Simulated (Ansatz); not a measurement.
## AlN (F-43m):Y_Al, thermodynamic levels from a 54-atom cell

Wanted: the transition levels of a substitutional impurity in AlN (F-43m), from a cell of 54 host atoms with 1 Al taken out and 1 Y put in.

Calculated with Ansatz 0.2.0; place-levels on r2SCAN runs: charge-transition levels and formation energies with image-charge correction and potential alignment at the atomic sites; PAW set soft_1.

## 1. Set-up

The cell holds 54 atoms: 26 Al, 27 N and 1 Y. Cell: a = 9.269 Å, b = 9.269 Å, c = 9.269 Å, α = 60.0°, β = 60.0°, γ = 60.0°. It derives from AlN (space group F-43m). Nearest the centre at fractional (0.333, 0.667, 0.667): Y35 at 0.00 Å, N34 at 1.89 Å, N18 at 1.89 Å, N30 at 1.89 Å, N36 at 1.89 Å, Al23 at 3.09 Å, Al31 at 3.09 Å, Al21 at 3.09 Å.

Structure file:

```xyz
54
Lattice="0.0000 6.5542 6.5542 6.5542 0.0000 6.5542 6.5542 6.5542 0.0000" Properties=species:S:1:pos:R:3 pbc="T T T"
Al    0.0000    0.0000    0.0000
N     1.0924    1.0924    1.0924
Al    2.1847    2.1847    0.0000
N     3.2771    3.2771    1.0924
Al    4.3695    4.3695    0.0000
N     5.4618    5.4618    1.0924
Al    2.1847    0.0000    2.1847
N     3.2771    1.0924    3.2771
Al    4.3695    2.1847    2.1847
N     5.4618    3.2771    3.2771
Al    6.5542    4.3695    2.1847
N     7.6466    5.4618    3.2771
Al    4.3695    0.0000    4.3695
N     5.4618    1.0924    5.4618
Al    6.5542    2.1847    4.3695
N     7.6466    3.2771    5.4618
Al    8.7389    4.3695    4.3695
N     9.8313    5.4618    5.4618
Al    0.0000    2.1847    2.1847
N     1.0924    3.2771    3.2771
Al    2.1847    4.3695    2.1847
N     3.2771    5.4618    3.2771
Al    4.3695    6.5542    2.1847
N     5.4618    7.6466    3.2771
Al    2.1847    2.1847    4.3695
N     3.2771    3.2771    5.4618
Al    4.3695    4.3695    4.3695
N     5.4618    5.4618    5.4618
Al    6.5542    6.5542    4.3695
N     7.6466    7.6466    5.4618
Al    4.3695    2.1847    6.5542
N     5.4618    3.2771    7.6466
Al    6.5542    4.3695    6.5542
N     7.6466    5.4618    7.6466
Y     8.7389    6.5542    6.5542
N     9.8313    7.6466    7.6466
Al    0.0000    4.3695    4.3695
N     1.0924    5.4618    5.4618
Al    2.1847    6.5542    4.3695
N     3.2771    7.6466    5.4618
Al    4.3695    8.7389    4.3695
N     5.4618    9.8313    5.4618
Al    2.1847    4.3695    6.5542
N     3.2771    5.4618    7.6466
Al    4.3695    6.5542    6.5542
N     5.4618    7.6466    7.6466
Al    6.5542    8.7389    6.5542
N     7.6466    9.8313    7.6466
Al    4.3695    4.3695    8.7389
N     5.4618    5.4618    9.8313
Al    6.5542    6.5542    8.7389
N     7.6466    7.6466    9.8313
Al    8.7389    8.7389    8.7389
N     9.8313    9.8313    9.8313
```

The host's dielectric constants go in as inputs: 4.64 for the electrons alone, 8.51 with the ions, computed on the host (DFPT, PBEsol, on the r2SCAN cell), and a cell off the functional's own equilibrium shifts the ionic part.

The cell's shortest repeat is 9.3 Å.

## 2. What was run first

A transition level is the Fermi level at which two charge states cost the same, so each charge needs its own total energy, at its own relaxed structure.

Random displacements of about 0.05 Å break the site symmetry at the start, so that the relaxation can reach a distorted minimum if there is one. Forces are taken at one point at (¼, ¼, ¼). The cell holds 1 electron more than the neutral one, with a uniform background that keeps it neutral on the whole. The electron count is odd, so at least one spin is unpaired; this run locks the moment at 1 μB.

The sampling was tested on the host first: at the k-points planned (1x1x1 shifted 0.25 0.25 0.25) its energy lies 0.045 eV an atom from the dense-mesh value, so the final energies take a denser sampling.

One state's input; the others differ in charge, spin, start and seed, and in occupations where the table says so.

Contents of qm1_M1.relax/input.yaml:

```yaml
crystal:
  lattice:
    - [0.0, 6.55418986, 6.55418986]
    - [6.55418986, 0.0, 6.55418986]
    - [6.55418986, 6.55418986, 0.0]
  atoms:
    - { symbol: Al, position: [0.0, 0.0, 0.0] }
    - { symbol: "N", position: [0.08333333, 0.08333333, 0.08333333] }
    - { symbol: Al, position: [0.0, 0.0, 0.33333333] }
    - { symbol: "N", position: [0.08333333, 0.08333333, 0.41666667] }
    - { symbol: Al, position: [0.0, 0.0, 0.66666667] }
    - { symbol: "N", position: [0.08333333, 0.08333333, 0.75] }
    - { symbol: Al, position: [0.0, 0.33333333, 0.0] }
    - { symbol: "N", position: [0.08333333, 0.41666667, 0.08333333] }
    - { symbol: Al, position: [0.0, 0.33333333, 0.33333333] }
    - { symbol: "N", position: [0.08333333, 0.41666667, 0.41666667] }
    - { symbol: Al, position: [0.0, 0.33333333, 0.66666667] }
    - { symbol: "N", position: [0.08333333, 0.41666667, 0.75] }
    - { symbol: Al, position: [0.0, 0.66666667, 0.0] }
    - { symbol: "N", position: [0.08333333, 0.75, 0.08333333] }
    - { symbol: Al, position: [0.0, 0.66666667, 0.33333333] }
    - { symbol: "N", position: [0.08333333, 0.75, 0.41666667] }
    - { symbol: Al, position: [0.0, 0.66666667, 0.66666667] }
    - { symbol: "N", position: [0.08333333, 0.75, 0.75] }
    - { symbol: Al, position: [0.33333333, 0.0, 0.0] }
    - { symbol: "N", position: [0.41666667, 0.08333333, 0.08333333] }
    - { symbol: Al, position: [0.33333333, 0.0, 0.33333333] }
    - { symbol: "N", position: [0.41666667, 0.08333333, 0.41666667] }
    - { symbol: Al, position: [0.33333333, 0.0, 0.66666667] }
    - { symbol: "N", position: [0.41666667, 0.08333333, 0.75] }
    - { symbol: Al, position: [0.33333333, 0.33333333, 0.0] }
    - { symbol: "N", position: [0.41666667, 0.41666667, 0.08333333] }
    - { symbol: Al, position: [0.33333333, 0.33333333, 0.33333333] }
    - { symbol: "N", position: [0.41666667, 0.41666667, 0.41666667] }
    - { symbol: Al, position: [0.33333333, 0.33333333, 0.66666667] }
    - { symbol: "N", position: [0.41666667, 0.41666667, 0.75] }
    - { symbol: Al, position: [0.33333333, 0.66666667, 0.0] }
    - { symbol: "N", position: [0.41666667, 0.75, 0.08333333] }
    - { symbol: Al, position: [0.33333333, 0.66666667, 0.33333333] }
    - { symbol: "N", position: [0.41666667, 0.75, 0.41666667] }
    - { symbol: "Y", position: [0.33333333, 0.66666667, 0.66666667] }
    - { symbol: "N", position: [0.41666667, 0.75, 0.75] }
    - { symbol: Al, position: [0.66666667, 0.0, 0.0] }
    - { symbol: "N", position: [0.75, 0.08333333, 0.08333333] }
    - { symbol: Al, position: [0.66666667, 0.0, 0.33333333] }
    - { symbol: "N", position: [0.75, 0.08333333, 0.41666667] }
    - { symbol: Al, position: [0.66666667, 0.0, 0.66666667] }
    - { symbol: "N", position: [0.75, 0.08333333, 0.75] }
    - { symbol: Al, position: [0.66666667, 0.33333333, 0.0] }
    - { symbol: "N", position: [0.75, 0.41666667, 0.08333333] }
    - { symbol: Al, position: [0.66666667, 0.33333333, 0.33333333] }
    - { symbol: "N", position: [0.75, 0.41666667, 0.41666667] }
    - { symbol: Al, position: [0.66666667, 0.33333333, 0.66666667] }
    - { symbol: "N", position: [0.75, 0.41666667, 0.75] }
    - { symbol: Al, position: [0.66666667, 0.66666667, 0.0] }
    - { symbol: "N", position: [0.75, 0.75, 0.08333333] }
    - { symbol: Al, position: [0.66666667, 0.66666667, 0.33333333] }
    - { symbol: "N", position: [0.75, 0.75, 0.41666667] }
    - { symbol: Al, position: [0.66666667, 0.66666667, 0.66666667] }
    - { symbol: "N", position: [0.75, 0.75, 0.75] }
  host:
    repeats: [3, 3, 3]
    atoms:
      - { symbol: Al, position: [0.0, 0.0, 0.0] }
      - { symbol: "N", position: [0.25, 0.25, 0.25] }
total_charge: -1
basis:
  ecutwfc: 500
  xc_grid: 2
hamiltonian:
  xc: r2scan
  pseudopotentials: { kind: paw, azcp: { folder: soft_1 } }
kpoints:
  mp_grid: { grid: [1, 1, 1], shift: [0.25, 0.25, 0.25] }
magnetization:
  spin_polarized: true
  initial_magnetization: 1
  spin_locking: { lock_magnetization: hard }
scf:
  occupations: { method: fixed }
  max_iter: 60
output:
  forces: true
  charged_corrections:
    epsilon: 4.64
    static_epsilon: 8.51
    defect_position: [0.333333, 0.666667, 0.666667]
relax:
  f_tol: 0.02
  max_steps: 80
  random_displacement: { amplitude: 0.05, seed: 610 }
checkpoint:
  write: "../qm1_M1.relax.run"
  compress: false
  write_wavefunctions: true
  write_every: 100000
```

The run is started by

```console
$ ansatz run input.yaml --threads 4 --pin off --max-ram 7536MiB --backend cpu --events-out ev --progress --plain --runs-dir out
```

Defect states can disperse in a cell of this size, so the energy is taken again at a 2×2×2 shifted mesh, on the relaxed structure.

The run of this state that the levels use, under r2SCAN:

Contents of qm1_M1.point/input.yaml:

```yaml
crystal:
  checkpoint: "../qm1_M1.relax.run"
  host: checkpoint
total_charge: -1
basis:
  ecutwfc: 500
  xc_grid: 2
hamiltonian:
  xc: r2scan
  pseudopotentials: { kind: paw, azcp: { folder: soft_1 } }
kpoints:
  mp_grid: { grid: [2, 2, 2], shift: [0.5, 0.5, 0.5] }
magnetization:
  spin_polarized: true
  initial_magnetization: 1
  spin_locking: { lock_magnetization: hard }
scf:
  occupations: { method: fermi_dirac, width: 0.01 }
  max_iter: 60
output:
  forces: true
  eigenvalues: true
  charged_corrections:
    epsilon: 4.64
    static_epsilon: 8.51
    defect_position: [0.333333, 0.666667, 0.666667]
  eigenstates: { localisation: true }
  populations: true
  efg: {}
  band_densities: [{ bands: [v1, v1] }, { bands: [c1, c1] }]
  write_density: true
  write_potential: true
  volumetric_format: npy
checkpoint:
  read: "../qm1_M1.relax.run"
  write: "../qm1_M1.point.run"
  compress: false
  write_wavefunctions: false
  write_every: 100000
```

Relaxations under r2SCAN at one point at (¼, ¼, ¼); times on 4 threads of Arm Neoverse V1, shared host:

| charge | moment (μB) | occupations | outcome | steps | largest displacement against the far atoms (Å) | time |
| --- | --- | --- | --- | --- | --- | --- |
| −1 | 1 | fixed | converged | 7 | 0.29 | 2.7 min |
| 0 | 0 | fixed | converged | 8 | 0.25 | 64 s |
| +1 | 1 | fixed | converged | 8 | 0.45 | 3.4 min |

Single points under r2SCAN at a 2×2×2 shifted mesh; times on 4 threads of Arm Neoverse V1, shared host:

| charge | moment (μB) | occupations | outcome | time |
| --- | --- | --- | --- | --- |
| −1 | 1 | fermi-dirac | converged | 2.2 min |
| 0 | 0 | fermi-dirac | converged | 47 s |
| +1 | 1 | fermi-dirac | converged | 1.9 min |

Distances (Å) from Y35 to the nearest atoms after relaxation with r2SCAN:

| charge | moment (μB) | 1. | 2. | 3. | 4. | 5. | 6. |
| --- | --- | --- | --- | --- | --- | --- | --- |
| −1 | 1 | N 2.14 | N 2.14 | N 2.15 | N 2.19 | Al 3.04 | Al 3.04 |
| 0 | 0 | N 2.13 | N 2.13 | N 2.13 | N 2.15 | Al 3.12 | Al 3.12 |
| +1 | 1 | N 2.13 | N 2.13 | N 2.15 | N 2.17 | Al 3.05 | Al 3.07 |

## 3. place-levels, r2SCAN

A charged cell interacts with its images and the background, and its potential has another zero than the host's. place-levels removes the first by a point-charge model, screened by the static dielectric constant since the ions have relaxed around the charge, and the second by comparing potentials at atoms far from the defect.

The host is a run of the defect-free crystal in the same cutoffs, grids and k-points, so that basis and sampling errors cancel in part in the differences. The host is run in a cell of 2 atoms on a matching mesh. Its band edges are searched through the zone by a band path, so the gap is smaller than, or equal to, that on the mesh. Chemical potentials are energies per atom of Al (fcc) and Y (hcp), run with the same functional and cutoff.

Contents of levels.point.yaml:

```yaml
host:
  run: host.point.run
states: [qm1_M1.point.run, q0.point.run, qp1_M1.point.run]
geometry_from:
  qm1_M1.point.run: qm1_M1.relax.run
  q0.point.run: q0.relax.run
  qp1_M1.point.run: qp1_M1.relax.run
  host.point.run: host.relax.run
chemical_potentials:
  Al:
    energy: -540.418346
    dataset: <sha256 of the dataset>
  "Y":
    energy: -3859.72699
    dataset: "<sha256 of the dataset>"
epsilon: 4.64
static_epsilon: 8.51
vertical:
  - { from: qm1_M1.point.run, to: qm1_M1.point_neutral.run }
  - { from: qp1_M1.point.run, to: qp1_M1.point_neutral.run }
```

The run is started by

```console
$ ansatz place-levels levels.point.yaml -- --threads 4 --pin off --max-ram 7536MiB
```

Numbers of over 12 decimals in the logs are rounded to 6 here.

What it wrote:

```text
[... repeated set-up lines and file paths are left out, and long positions are rounded to six places ...]
(+1/0) 0.129 eV above the valence edge, 3.789 eV under the conduction edge
(0/-1) 4.576 eV above the valence edge (+4.620 eV without the band-filling correction), in the conduction band
formation energy of charge +1: +1.969 eV with the Fermi level at the valence edge
formation energy of charge 0: +2.098 eV with the Fermi level at the valence edge
formation energy of charge -1: +6.674 eV with the Fermi level at the valence edge
vertical -1 to 0: no energy, since no alignment is typed
  the change from vertical[0].from (qm1_M1.point.run) to vertical[0].to (qm1_M1.point_neutral.run): by its potential at epsilon 4.64 it stands at 0.615 0.595 0.595, with an rms radius of about 2.4 Å (1.5 1.3 1.3 Å across the planes of the cell's vectors); [...]
vertical +1 to 0: no energy, since no alignment is typed
  the change from vertical[1].from (qp1_M1.point.run) to vertical[1].to (qp1_M1.point_neutral.run): by its potential at epsilon 4.64 it stands at 0.028 0.762 0.761, with an rms radius of about 2.1 Å (1.9 0.9 0.4 Å across the planes of the cell's vectors); [...]
  edges by r2scan, gap 3.918 eV; the host is sampled to repeats of 18.54 Å
  the defect's cells are sampled to repeats of 18.54 Å, like sampling
  charge +1: -28391.8748 eV with its correction of +0.628 eV, at epsilon 8.51, aligned at sites: +0.3321 eV, mean over 19 atomic sites at or beyond 4.63 Å from the host's site at [0.3332, 0.6666, 0.6666] by the defect at [0.3333, 0.6667, 0.6667], with [...]
  charge 0: +0.000 eV for its dipole among its images, +0.000 omitted
  charge -1: -28373.7241 eV with its correction of -0.168 eV, at epsilon 8.51, aligned at sites: +0.4638 eV, mean over 19 atomic sites at or beyond 4.63 Å from the host's site at [0.3332, 0.6666, 0.6666] by the defect at [0.3333, 0.6667, 0.6667], with [...]
  of states[2] (qp1_M1.point.run): it parts from the run at its places by a charge that spreads by about 1.9 Å along one vector (1.3 Å or more is wide), by its potential at epsilon 4.64, taken for that of held ions (one typed too small widens it), where the [...]
  of states[1] (q0.point.run): its alignment with the host at atomic sites is doubtful: the mean over the far sites moves by +0.2223 eV from their farther parts to their nearer, more than 0.05 eV. [...]
  of states[0] (qm1_M1.point.run): it parts from the run at its places by a charge that spreads by about 1.5 Å along one vector (1.3 Å or more is wide), by its potential at epsilon 4.64, taken for that of held ions (one typed too small widens it), where the [...]
  of vertical[0].from (qm1_M1.point.run): stability_check_not_made; [...]
  of vertical[1].from (qp1_M1.point.run): stability_check_not_made; [...]
```

Run time: 0.34 s. Hardware: 4 threads of Arm Neoverse V1, shared host.

[end of part 1 of 2]

[Logs are printed without paths, hosts, clocks, repeated set-up lines and the standing remarks that a program may print on its own settings, such as how far it seeks lower states.]

[Hosts, paths, dates, database ids (printed as entryN), source tags and the programs' standing remarks are cut or masked in the printed files.]

[Where a table of states has a column of steps, it counts the stored structures, which are thinned; the runs took as many ionic steps or more.]

[A defect's name tells the site on which it was built; relaxed atoms can leave that site.]

[For some hosts the program warned that the k-mesh of the response run may be too coarse for force constants and the static dielectric constant; such warnings are not shown here.]
